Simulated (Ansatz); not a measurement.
# CsCu2I3 (Cmcm): converging the G0W0 gap

Wanted: a G0W0 gap for CsCu2I3 (Cmcm) that is converged in bands and cutoff, or an estimate of the limit.

Program: Ansatz 0.2.0. Level of theory: G0W0 on LDA, plane waves, PAW. Results are calculated unless marked as measured.

Most raw output is cut from this account.

In doubt: one-shot GW on d or f shells is unsure (steps 2, 3, 4), so the values of those runs are not to be relied on.

### 1. Starting point

The structure is orthorhombic, space group Cmcm (No. 63). The conventional cell has a = 10.548 Å, b = 13.172 Å, c = 6.097 Å, α = 90.00°, β = 90.00°, γ = 90.00°. Nearest to Cs lie 10 I at 4.00 to 4.47 Å. Nearest to Cu lie 4 I at 2.60 Å and 1 Cu at 2.62 Å. Nearest to I lie 4 Cu at 2.60 Å and 2 Cs at 4.06 Å. Nearest to I lie 2 Cu at 2.60 Å and 4 Cs at 4.00 to 4.47 Å. Farther neighbours and most contacts between anions are not listed.

Geometry: measured cell, ions relaxed with LDA. The runs that relaxed it are not among those shown. Spin-orbit coupling is left out unless a step names it.

### 2. 688 empty bands, screening to 80 eV

G0W0 replaces the xc potential by the self-energy, built once from these orbitals. Only a window of levels is corrected, while the sums run over the empty bands that the input names. This step takes hard PAW files.

input.yaml

```yaml
crystal:
  lattice:
    - [5.27395, -6.58625, 0.0]
    - [5.27395, 6.58625, 0.0]
    - [0.0, 0.0, 6.09718]
  atoms:
    - { symbol: Cs, position: [0.3294198204, 0.6705801796, 0.25] }
    - { symbol: Cs, position: [0.6705801796, 0.3294198204, 0.75] }
    - { symbol: Cu, position: [0.8759909032, 0.8759909032, 0.0] }
    - { symbol: Cu, position: [0.1240090968, 0.1240090968, 0.5] }
    - { symbol: Cu, position: [0.1240090968, 0.1240090968, 0.0] }
    - { symbol: Cu, position: [0.8759909032, 0.8759909032, 0.5] }
    - { symbol: I, position: [0.8745958474, 0.1254041526, 0.25] }
    - { symbol: I, position: [0.1254041526, 0.8745958474, 0.75] }
    - { symbol: I, position: [0.8464852326, 0.6212901841, 0.25] }
    - { symbol: I, position: [0.1535147674, 0.3787098159, 0.75] }
    - { symbol: I, position: [0.6212901841, 0.8464852326, 0.75] }
    - { symbol: I, position: [0.3787098159, 0.1535147674, 0.25] }
kpoints:
  mp_grid: { grid: [2, 2, 4] }
hamiltonian:
  xc: lda
  pseudopotentials: { kind: paw, source: ansatz }
scf:
  occupations: { method: fixed }
gw:
  n_empty_bands: 688
  ecut_chi: 80.0
  qp_bands: [v4, c4]
  qp_kpoints: band_edges
  screening: { model: contour_deformation }
```

The run is started by

```
$ ansatz run input.yaml --threads 16 --pin off --max-ram 92160MiB --backend cuda --events-out ev --progress --plain --runs-dir out --devices 1 --max-vram 157GiB
```

It took 24 s on 1 × NVIDIA GB200 with 16 threads of Arm Neoverse V2, shared host; peak memory 5.4 GiB.

This step gave:

```yaml
bands_summed: 786
rpa_eps_infinity_on_this_mesh_eigenvalues: 4.367, 4.422, 4.581
plane_waves_in_the_screening_matrix: 695
q_points_in_the_mesh: 16
g0w0_gap_on_the_mesh: 3.116 eV
k_of_the_valence_top: 0, 0, 0
k_of_the_conduction_bottom: 0, 0, 0
starting_gap_on_the_mesh: 1.724 eV
z_at_the_valence_top: 0.7323
z_at_the_conduction_bottom: 0.8103
least_direct_g0w0_gap_on_the_computed_points: 3.116 eV
```

The gap on the mesh goes from 1.72 eV to 3.12 eV, a correction of +1.39 eV. Between the two edge states, bare exchange in place of the xc potential would open the gap by 9.65 eV, and correlation takes back 8.25 eV.

### 3. 1593 empty bands, screening to 140 eV

Bands and screening cutoff are moved together, since each hides the error of the other.

input.yaml: that of step 2 with these lines changed.

```diff
@@ -26,4 +26,4 @@
 gw:
-  n_empty_bands: 688
-  ecut_chi: 80.0
+  n_empty_bands: 1593
+  ecut_chi: 140.0
   qp_bands: [v4, c4]
```

The job ended after 67 s (1 × NVIDIA GB200 with 16 threads; peak memory 11 GiB).

Numbers from this step:

| Property | Result |
| --- | --- |
| bands summed | 1691 |
| RPA ε∞ on this mesh (eigenvalues) | 4.365, 4.420, 4.579 |
| plane waves in the screening matrix | 1573 |
| q-points in the mesh | 16 |
| G0W0 gap on the mesh | 3.000 eV |
| k of the valence top | 0, 0, 0 |
| k of the conduction bottom | 0, 0, 0 |
| starting gap on the mesh | 1.724 eV |
| Z at the valence top | 0.7293 |
| Z at the conduction bottom | 0.8095 |
| least direct G0W0 gap on the computed points | 3.000 eV |

Against the run with 2×2×4 mesh, 688 empty bands, screening to 80 eV, hard PAW files, the gap moves by −0.12 eV.

### 4. 2927 empty bands, screening to 210 eV

input.yaml: that of step 3 with these lines changed.

```diff
@@ -26,4 +26,4 @@
 gw:
-  n_empty_bands: 1593
-  ecut_chi: 140.0
+  n_empty_bands: 2927
+  ecut_chi: 210.0
   qp_bands: [v4, c4]
```

Run time: 2.7 min. Hardware: 1 × NVIDIA GB200 with 16 threads; peak memory 23 GiB; 7.3 min of CPU time.

Numbers from this step:

```
bands summed                                 : 3025
RPA ε∞ on this mesh (eigenvalues)            : 4.361, 4.414, 4.571
plane waves in the screening matrix          : 2933
G0W0 gap on the mesh                         : 2.971 eV
k of the valence top                         : 0, 0, 0
k of the conduction bottom                   : 0, 0, 0
starting gap on the mesh                     : 1.724 eV
least direct G0W0 gap on the computed points : 2.971 eV
```

Against the run with 2×2×4 mesh, 1593 empty bands, screening to 140 eV, hard PAW files, the gap moves by −0.03 eV.

### 5. Side by side

Times are wall times on 1 × NVIDIA GB200 with 16 threads of Arm Neoverse V2, shared host, good to a factor of about two.

```csv
mesh,files,frequency,bands summed,cutoff (eV),start (eV),G0W0 (eV),time,host memory (GiB)
2×2×4,hard PAW,contour deformation,786,80,1.724,3.116,24 s,5.4
2×2×4,hard PAW,contour deformation,1691,140,1.724,3.000,67 s,11
2×2×4,hard PAW,contour deformation,3025,210,1.724,2.971,2.7 min,23
```

How the two edges are built up, in eV (the quasiparticle level is the starting level plus Σx plus Σc less Vxc):

```csv
run,edge,start,Σx,Σc,Vxc,Z,QP
786 bands,valence top,6.25,-33.54,4.80,-28.23,0.73,5.73
786 bands,conduction bottom,7.97,-7.46,-3.46,-11.80,0.81,8.85
1691 bands,valence top,6.25,-33.54,4.75,-28.23,0.73,5.69
1691 bands,conduction bottom,7.97,-7.46,-3.62,-11.80,0.81,8.69
3025 bands,valence top,6.25,-33.54,4.67,-28.23,0.73,5.61
3025 bands,conduction bottom,7.97,-7.46,-3.73,-11.80,0.81,8.58
```

### 6. Outcome

```yaml
786_bands_80_ev: 3.116 eV
1691_bands_140_ev: 3.000 eV
3025_bands_210_ev: 2.971 eV
estimated_limit_in_bands_and_cutoff: 2.93 eV
mesh_and_start: 2×2×4, LDA
```

What this shows: A line in one over the bands through the two highest rungs gives 2.93 eV, −0.04 eV from the top rung; the pair below gives 2.90 eV, so the series converges faster than that law. The rungs stand 0.18 eV (786 bands), 0.07 eV (1691 bands) and 0.04 eV (3025 bands) from it. From 786 to 3025 bands the gap moves by −0.14 eV while the time grows 6.8-fold. Σc changes by −0.13 eV at the valence top and −0.27 eV at the conduction bottom, so the conduction edge carries most of the change. The cheapest rung within 0.1 eV of this estimate is that with 1691 bands (67 s). Gaps are over the mesh's points; an edge off the mesh would be missed. The 2×2×4 mesh is coarse for this cell (its supercell is 17 Å along the shortest edge). The RPA ε∞ on it, from the LDA start, is 4.36, 4.41 and 4.57; such meshes misread the long-range screening, most where the gap is narrow. A d shell, filled or nearly so, lies near the gap. One-shot GW converges very slowly in bands there, not always from below, and on a semilocal start the gap tends to come out low; starts rich in exact exchange can overshoot instead. The many-body steps are scalar-relativistic: spin-orbit coupling is not in them.

[Paths, hosts, dates, memory and timing lines, banners, echoed tables and standing remarks are left out of the program output.]

[Logs are printed without paths, hosts, clocks, repeated set-up lines and the standing remarks that a program may print on its own settings, such as how far it seeks lower states.]

[Runs of the session that timed out or met a known fault of the program may be left out.]

[Cells called generated may have been cut or substituted from an entry of the Crystallography Open Database or the Materials Project.]

[Hosts, paths, dates, database ids (printed as entryN), source tags and the programs' standing remarks are cut or masked in the printed files.]
